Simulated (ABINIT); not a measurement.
# CaC2 (I4/mmm): G0W0 with ABINIT, start to end, part 3 of 3

Aim: the G0W0 gap of CaC2 (I4/mmm) on PBEsol, step by step.

ABINIT 10.8.3; PBEsol and many-body steps on it, plane waves. Known limits of the many-body steps: not at the basis limit; coarse k mesh.

So far. Step 3 (Bands along the symmetry lines): The gap is 1.202 eV, −0.004 eV from the run before at this level. Step 4 (Empty states on the mesh, 4×4×4 mesh, 40 bands): On this mesh the gap is 1.205 eV.

### 5. Screening, 4×4×4 mesh, 36 bands, screening to 87.1 eV

The RPA dielectric matrix is built and inverted for each q.

This step: RPA screening on PBEsol, plane waves, norm-conserving pseudopotentials.

run.abi

```
acell 3*1.0 Angstrom
rprim 
  -1.934298599400 1.934298599400 3.202111242500
  1.934298599400 -1.934298599400 3.202111242500
  1.934298599400 1.934298599400 -3.202111242500
ntypat 2
znucl 20 6
natom 3
typat 1 2 2
xred 
  0.000000000000 0.000000000000 0.000000000000
  0.597892720000 0.597892720000 0.000000000000
  0.402107280000 0.402107280000 0.000000000000
pp_dirpath "pseudos"
pseudos "Ca.upf, C.upf"
ecut 37
ngkpt 4 4 4
nshiftk 1
shiftk 0 0 0
kptopt 1
chksymbreak 0
istwfk *1
occopt 1
irdwfk 1
optdriver 3
nband 36
ecuteps 3.2
inclvkb 2
awtr 1
symchi 1
indata_prefix "in"
outdata_prefix "out"
tmpdata_prefix "tmp"
```

On the command line:

```sh
$ OMP_NUM_THREADS=1 mpirun -n 4 abinit run.abi > log
```

Numbers of over 12 decimals in the logs are rounded to 6 here.

Output:

```text
.Version 10.8.3 of ABINIT. v10.8.2 released Aug 2026.

 Symmetries : space group I4/m m m (#139); Bravais tI (body-center tetrag.)
[... echo of the input left out ...]
== DATASET  1 ==================================================================
-   mpi_nproc: 4, omp_nthreads: 1 (-1 if OMP is not activated)

--- !DatasetInfo
iteration_state: {dtset: 1, }
dimensions: {natom: 3, nkpt: 13, mband: 36, nsppol: 1, nspinor: 1, nspden: 1, mpw: 3508, }
cutoff_energies: {ecut:  37.0, pawecutdg:  -1.0, }
electrons: {nelect:   1.80000000E+01, charge:   0.00000000E+00, occopt:   1.00000000E+00, tsmear:   1.00000000E-02, }

 SCREENING: Calculation of the susceptibility and dielectric matrices

 Based on a program developped by R.W. Godby, V. Olevano, G. Onida, and L. Reining.
 Incorporated in ABINIT by V. Olevano, G.-M. Rignanese, and M. Torrent.
.Using double precision arithmetic ; gwpc =  8

[... cell and pseudopotentials left out ...]
--------------------------------------------------------------------------------

 ==== K-mesh for the wavefunctions ====
 Number of points in the irreducible wedge :    13
[... list of points left out ...]
 Together with 16 symmetry operations and time-reversal symmetry
 yields    64 points in the full Brillouin Zone.

 ==== Q-mesh for the screening function ====
 Number of points in the irreducible wedge :    13
[... list of points left out ...]
 Together with 16 symmetry operations and time-reversal symmetry
 yields    64 points in the full Brillouin Zone.

 setmesh: FFT mesh size selected  =    45x   45x   45
          total number of points  =        91125

 vcoul_init : cutoff-mode = AUXILIARY_FUNCTION
 q-points for optical limit:   1
     1)      0.000010    0.000020    0.000030

- screening: taking advantage of time-reversal symmetry
- Maximum band index for partially occupied states nbvw = 9
- Remaining bands to be divided among processors   nbcw = 27
- Number of bands treated by each node ~6

 Number of electrons calculated from density =   18.0000; Expected =   18.0000
 average of density, n =  0.055659
 r_s =    1.6248
 omega_plasma =   22.7574 [eV]

 calculating chi0 at frequencies [eV] :
  1    0.000000E+00    0.000000E+00
  2    0.000000E+00    2.275736E+01

--------------------------------------------------------------------------------
  q-point number  1        q = ( 0.000000, 0.000000, 0.000000) [r.l.u.]
--------------------------------------------------------------------------------
[... chi0 elements left out ...]
 For q-point:  0.000010 0.000020 0.000030
  dielectric constant =   3.5692
  dielectric constant without local fields =   4.1474

  Average fulfillment of the sum rule on Im[epsilon] for q-point    1 :     44.41  [%]
[... wings left out ...]
  q-point number  2        q = ( 0.250000, 0.000000, 0.000000) [r.l.u.]
--------------------------------------------------------------------------------
[... chi0 elements left out ...]
  Average fulfillment of the sum rule on Im[epsilon] for q-point    2 :     64.02  [%]

 [... 11 further q-points ...]
```

Run time: 44 s. Hardware: 4 MPI ranks of Arm Neoverse V1, shared host; peak memory 1.6 GiB.

This step gave:

```yaml
eps_infinity_with_local_fields_on_this_mesh_along_the_program_s_q_direction: 3.569
the_same_without_local_fields: 4.147
plasma_frequency: 22.76 eV
plane_waves_in_the_screening_matrix: 89
```

Local fields lower ε∞ by 14 %. On a Γ-centred mesh this coarse the value itself is usually too large, while a short band sum pulls it down.

### 6. Self-energy, 4×4×4 mesh, 36 bands, screening to 87.1 eV

The self-energy is evaluated for the states that the input lists, and the levels follow from it, in one-shot runs by the linearised quasiparticle equation.

This step: G0W0 on PBEsol, plane waves, norm-conserving pseudopotentials.

run.abi: that of step 5 with these lines changed.

```diff
@@ -24,8 +24,19 @@
 irdwfk 1
-optdriver 3
+optdriver 4
 nband 36
+gwcalctyp 0
+ecutsigx 37
+symsigma 1
+nkptgw 3
+kptgw 
+  0.5000000000 0.5000000000 0.5000000000
+  0.5000000000 0.5000000000 0.0000000000
+  0.0000000000 0.0000000000 0.0000000000
+bdgw 
+  7 11
+  8 11
+  8 11
 ecuteps 3.2
-inclvkb 2
-awtr 1
-symchi 1
+irdscr 1
+ppmodel 1
 indata_prefix "in"
```

Output:

```text
.Version 10.8.3 of ABINIT. v10.8.2 released Aug 2026.

 Symmetries : space group I4/m m m (#139); Bravais tI (body-center tetrag.)
[... echo of the input left out ...]
== DATASET  1 ==================================================================
-   mpi_nproc: 4, omp_nthreads: 1 (-1 if OMP is not activated)

--- !DatasetInfo
iteration_state: {dtset: 1, }
dimensions: {natom: 3, nkpt: 13, mband: 36, nsppol: 1, nspinor: 1, nspden: 1, mpw: 3508, }
cutoff_energies: {ecut:  37.0, pawecutdg:  -1.0, }
electrons: {nelect:   1.80000000E+01, charge:   0.00000000E+00, occopt:   1.00000000E+00, tsmear:   1.00000000E-02, }

 SIGMA: Calculation of the GW corrections

 Based on a program developped by R.W. Godby, V. Olevano, G. Onida, and L. Reining.
 Incorporated in ABINIT by V. Olevano, G.-M. Rignanese, and M. Torrent.
.Using double precision arithmetic ; gwpc =  8

[... cell and pseudopotentials left out ...]
--------------------------------------------------------------------------------

 ==== K-mesh for the wavefunctions ====
 Number of points in the irreducible wedge :    13
[... list of points left out ...]
 Together with 16 symmetry operations and time-reversal symmetry
 yields    64 points in the full Brillouin Zone.

 ==== Q-mesh for screening function ====
 Number of points in the irreducible wedge :    13
[... list of points left out ...]
 Together with 16 symmetry operations and time-reversal symmetry
 yields    64 points in the full Brillouin Zone.

 vcoul_init : cutoff-mode = AUXILIARY_FUNCTION
 q-points for optical limit:   1
     1)      0.000010    0.000020    0.000030
 setmesh: FFT mesh size selected  =    72x   72x   72
          total number of points  =       373248

 Number of electrons calculated from density =   18.0000; Expected =   18.0000
 average of density, n =  0.055659
 r_s =    1.6248
 omega_plasma =   22.7574 [eV]

 === KS Band Gaps ===
  >>>> For spin  1
   Minimum direct gap =   2.2640 [eV], located at k-point      :   0.5000  0.5000  0.0000
   Fundamental gap    =   1.2054 [eV], Top of valence bands at :   0.5000  0.5000  0.5000
                                       Bottom of conduction at :   0.5000  0.5000  0.0000
 SIGMA fundamental parameters:
 PLASMON POLE MODEL  1
 number of plane-waves for SigmaX                 3441
 number of plane-waves for SigmaC and W             89
 number of plane-waves for wavefunctions          3441
 number of bands                                    36
 number of independent spin polarizations            1
 number of spinorial components                      1
 number of k-points in IBZ                          13
 number of q-points in IBZ                          13
 number of symmetry operations                      16
 number of k-points in BZ                           64
 number of q-points in BZ                           64
 number of frequencies for dSigma/dE                 9
 frequency step for dSigma/dE [eV]                0.25
 number of omega for Sigma on real axis              0
 max omega for Sigma on real axis  [eV]           0.00
 zcut for avoiding poles [eV]                     0.10

 EPSILON^-1 parameters (SCR file):
 dimension of the eps^-1 matrix on file             89
 dimension of the eps^-1 matrix used                89
 number of plane-waves for wavefunctions          3441
 number of bands                                    36
 number of q-points in IBZ                          13
 number of frequencies                               2
 number of real frequencies                          1
 number of imag frequencies                          1

 matrix elements of self-energy operator (all in [eV])

 Perturbative Calculation

--- !SelfEnergy_ee
iteration_state: {dtset: 1, }
kpoint     : [   0.500,    0.500,    0.500, ]
spin       : 1
KS_gap     :    3.172
QP_gap     :    5.154
Delta_QP_KS:    1.981
data: !SigmaeeData |
     Band     E0 <VxcDFT>   SigX SigC(E0)      Z dSigC/dE  Sig(E)    E-E0       E
        7   1.522 -13.535 -16.713   2.469   0.783  -0.276 -14.090  -0.555   0.966
        8   1.522 -13.535 -16.713   2.469   0.783  -0.276 -14.090  -0.555   0.966
        9   3.148 -14.879 -18.776   3.581   0.780  -0.283 -15.125  -0.246   2.902
       10   6.320 -10.688  -5.178  -3.438   0.838  -0.194  -8.953   1.735   8.055
       11   8.997 -10.332  -5.202  -3.567   0.833  -0.200  -9.030   1.302  10.299

--- !SelfEnergy_ee
iteration_state: {dtset: 1, }
kpoint     : [   0.500,    0.500,    0.000, ]
spin       : 1
KS_gap     :    2.264
QP_gap     :    4.182
Delta_QP_KS:    1.918
data: !SigmaeeData |
     Band     E0 <VxcDFT>   SigX SigC(E0)      Z dSigC/dE  Sig(E)    E-E0       E
        8   1.539 -13.469 -16.581   2.370   0.786  -0.272 -14.052  -0.584   0.955
        9   2.089 -14.034 -18.353   3.727   0.774  -0.291 -14.492  -0.458   1.631
       10   4.353 -10.560  -6.137  -2.653   0.825  -0.212  -9.099   1.460   5.814
       11   8.926 -13.863  -6.810  -3.950   0.805  -0.242 -11.365   2.498  11.425

--- !SelfEnergy_ee
iteration_state: {dtset: 1, }
kpoint     : [   0.000,    0.000,    0.000, ]
spin       : 1
KS_gap     :    4.165
QP_gap     :    6.522
Delta_QP_KS:    2.357
data: !SigmaeeData |
     Band     E0 <VxcDFT>   SigX SigC(E0)      Z dSigC/dE  Sig(E)    E-E0       E
        8   2.152 -13.954 -16.779   2.249   0.787  -0.270 -14.407  -0.454   1.698
        9   2.152 -13.954 -16.779   2.249   0.787  -0.270 -14.407  -0.454   1.698
       10   6.317 -12.062  -6.650  -3.085   0.817  -0.223 -10.159   1.903   8.221
       11   6.317 -12.062  -6.650  -3.085   0.817  -0.223 -10.159   1.903   8.221

== END DATASET(S) ==============================================================
================================================================================

 -outvars: echo values of variables after computation  --------
           etotal      0.0000000000E+00
            nband          36
             nkpt          13
          spgroup         139
 [... the other variables as echoed above ...]

 Calculation completed.
```

Wall time 12 s (4 MPI ranks); peak memory 1.7 GiB.

This step gave:

* G0W0 gap on the points computed: 2.912 eV
* starting gap on the mesh: 1.205 eV
* k of the valence top: 0.5, 0.5, 0.5
* k of the conduction bottom: 0.5, 0.5, 0
* Z at the valence top: 0.78
* Z at the conduction bottom: 0.825
* least direct G0W0 gap on the computed points: 4.183 eV

The gap on the mesh goes from 1.21 eV to 2.91 eV, a correction of +1.71 eV.

Limits: finite bands, cutoff and mesh; coarse k mesh. v1 is the top filled band, c1 the lowest empty one. The levels before and after the correction (eV, zero at the valence-band top of each column):

|  | conduction bottom | valence top |
| --- | --- | --- |
| Kohn-Sham | 1.21 | 0.00 |
| G0W0 | 2.91 | 0.00 |

|  | level | energy (eV) |
| --- | --- | --- |
| Kohn-Sham | (0.5 0.5 0.5) v3-v2 | -1.626 |
| Kohn-Sham | (0.5 0.5 0.5) v1 | 0.000 |
| Kohn-Sham | (0.5 0.5 0.5) c1 | 3.172 |
| Kohn-Sham | (0.5 0.5 0.5) c2 | 5.849 |
| Kohn-Sham | (0.5 0.5 0) v2 | -1.609 |
| Kohn-Sham | (0.5 0.5 0) v1 | -1.059 |
| Kohn-Sham | (0.5 0.5 0) c1 | 1.205 |
| Kohn-Sham | (0.5 0.5 0) c2 | 5.779 |
| G0W0 | (0.5 0.5 0.5) v3-v2 | -1.936 |
| G0W0 | (0.5 0.5 0.5) v1 | 0.000 |
| G0W0 | (0.5 0.5 0.5) c1 | 5.153 |
| G0W0 | (0.5 0.5 0.5) c2 | 7.397 |
| G0W0 | (0.5 0.5 0) v2 | -1.947 |
| G0W0 | (0.5 0.5 0) v1 | -1.271 |
| G0W0 | (0.5 0.5 0) c1 | 2.912 |
| G0W0 | (0.5 0.5 0) c2 | 8.523 |

### 7. Where the time went

Times are wall times on 4 MPI ranks of Arm Neoverse V1, shared host, good to a factor of about two.

| step | time | share | memory (GiB) |
| --- | --- | --- | --- |
| ground state | 33 s | 24 % | 0.35 |
| bands along the symmetry lines | 35 s | 26 % | 0.32 |
| empty states on the mesh | 14 s | 10 % | 0.28 |
| screening | 44 s | 32 % | 1.6 |
| self-energy | 12 s | 9 % | 1.7 |

### 8. Outcome

- PBEsol gap: 1.20 eV, indirect
- G0W0 gap on the mesh: 2.91 eV
- GW settings: 4×4×4 mesh, 36 bands, screening to 87.1 eV, Godby-Needs plasmon pole
- known limits: not at the basis limit; coarse k mesh

G0W0 moves the gap on the mesh from 1.21 eV to 2.91 eV (+1.71 eV), with Z of 0.78 and 0.82 at the edges. Local fields lower the RPA ε∞ on this mesh from 4.15 to 3.57; a Γ-centred mesh this coarse tends to raise both, most where the direct gap is narrow, while a short band sum lowers them. Only 3 of the mesh's irreducible points were corrected, so a valley elsewhere could overtake. Bands and cutoff are finite, so the gap is not at the basis limit. The miss can reach some tenths of an eV and take either sign; the mesh is an error of its own. In the G0W0 run levels were corrected at 3 k points alone, so a gap called «on the mesh» is the least over those, and an edge elsewhere would be missed. The 4×4×4 mesh is coarse for this cell, which bears on the long-range parts of exchange and screening.

[Paths, hosts, dates, memory and timing lines, banners, echoed tables and standing remarks are left out of the program output.]

[Logs are printed without paths, hosts, clocks, repeated set-up lines and the standing remarks that a program may print on its own settings, such as how far it seeks lower states.]

[Runs of the session that timed out or met a known fault of the program may be left out.]

[Hosts, paths, dates, database ids (printed as entryN), source tags and the programs' standing remarks are cut or masked in the printed files.]

[G0W0 gaps are taken among the corrected bands and points alone; a level outside them can change the order at an edge.]

[Where Ansatz stands beside ABINIT at settings called matched, ABINIT's density can come from a denser mesh and the files from another edition; pairs whose starting gaps differed by over 0.03 eV were left out, so agreement reads better than it is.]
